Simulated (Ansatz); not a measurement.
Two G0W0 runs on Bi2Te2PbS2 (R-3m).

The structure is trigonal, space group R-3m (No. 166). Conventional cell: a = 4.270 Å, b = 4.270 Å, c = 40.413 Å, α = 90.00°, β = 90.00°, γ = 120.00°. Nearest to Bi lie 3 S at 3.02 Å and 3 Te at 3.04 Å. Nearest to Te lie 3 Bi at 3.04 Å. Nearest to Pb lie 6 S at 2.99 Å. S has 3 Pb at 2.99 Å and 3 Bi at 3.02 Å nearest. Farther neighbours and most contacts between anions are not listed.

```yaml
crystal:
  lattice:
    - [2.13505, 1.23267, 13.47096]
    - [-2.13505, 1.23267, 13.47096]
    - [0.00000, -2.46534, 13.47096]
  atoms:
    - { symbol: Bi, position: [0.58139, 0.58139, 0.58139] }
    - { symbol: Bi, position: [0.41861, 0.41861, 0.41861] }
    - { symbol: Te, position: [0.87066, 0.87066, 0.87066] }
    - { symbol: Te, position: [0.12934, 0.12934, 0.12934] }
    - { symbol: Pb, position: [0.00000, 0.00000, 0.00000] }
    - { symbol: S, position: [0.29134, 0.29134, 0.29134] }
    - { symbol: S, position: [0.70866, 0.70866, 0.70866] }
```

The cell and positions come from the Crystallography Open Database and are kept as given unless a step says otherwise. Spin-orbit coupling is left out unless a run names it.

The first (Ansatz 0.2.0; start PBE, 4×4×4 mesh, 483 empty bands, screening to 100 eV, PAW set soft_1 files; 1 × NVIDIA H100 80GB HBM3 (shared by 6 runs) with 2 threads of AMD EPYC 7R13 (Zen 3), shared host) gave, on its mesh: starting gap 0.34 eV, G0W0 gap 0.58 eV, RPA ε∞ (mean) 23.38, 80 s.

Q: The second changes empty bands from 483 to 887 and screening cutoff (eV) from 100 to 50. What does it give?

It gave: starting gap 0.34 eV, G0W0 gap 0.47 eV, RPA ε∞ (mean) 23.52, 3.3 min. The G0W0 gap moves by −0.11 eV, +0.00 eV from the start and −0.11 eV from the correction. Σc changes by +0.17 eV at the valence top and +0.06 eV at the conduction bottom, and Σx − Vxc between them by +0.00 eV.

Limits: not at the basis limit; model gap, bands may invert with spin-orbit coupling; no spin-orbit coupling.

[Paths, hosts, dates, memory and timing lines, banners, echoed tables and standing remarks are left out of the program output.]

[Logs are printed without paths, hosts, clocks, repeated set-up lines and the standing remarks that a program may print on its own settings, such as how far it seeks lower states.]

[Runs of the session that timed out or met a known fault of the program may be left out.]

[Cells called generated may have been cut or substituted from an entry of the Crystallography Open Database or the Materials Project.]

[Hosts, paths, dates, database ids (printed as entryN), source tags and the programs' standing remarks are cut or masked in the printed files.]
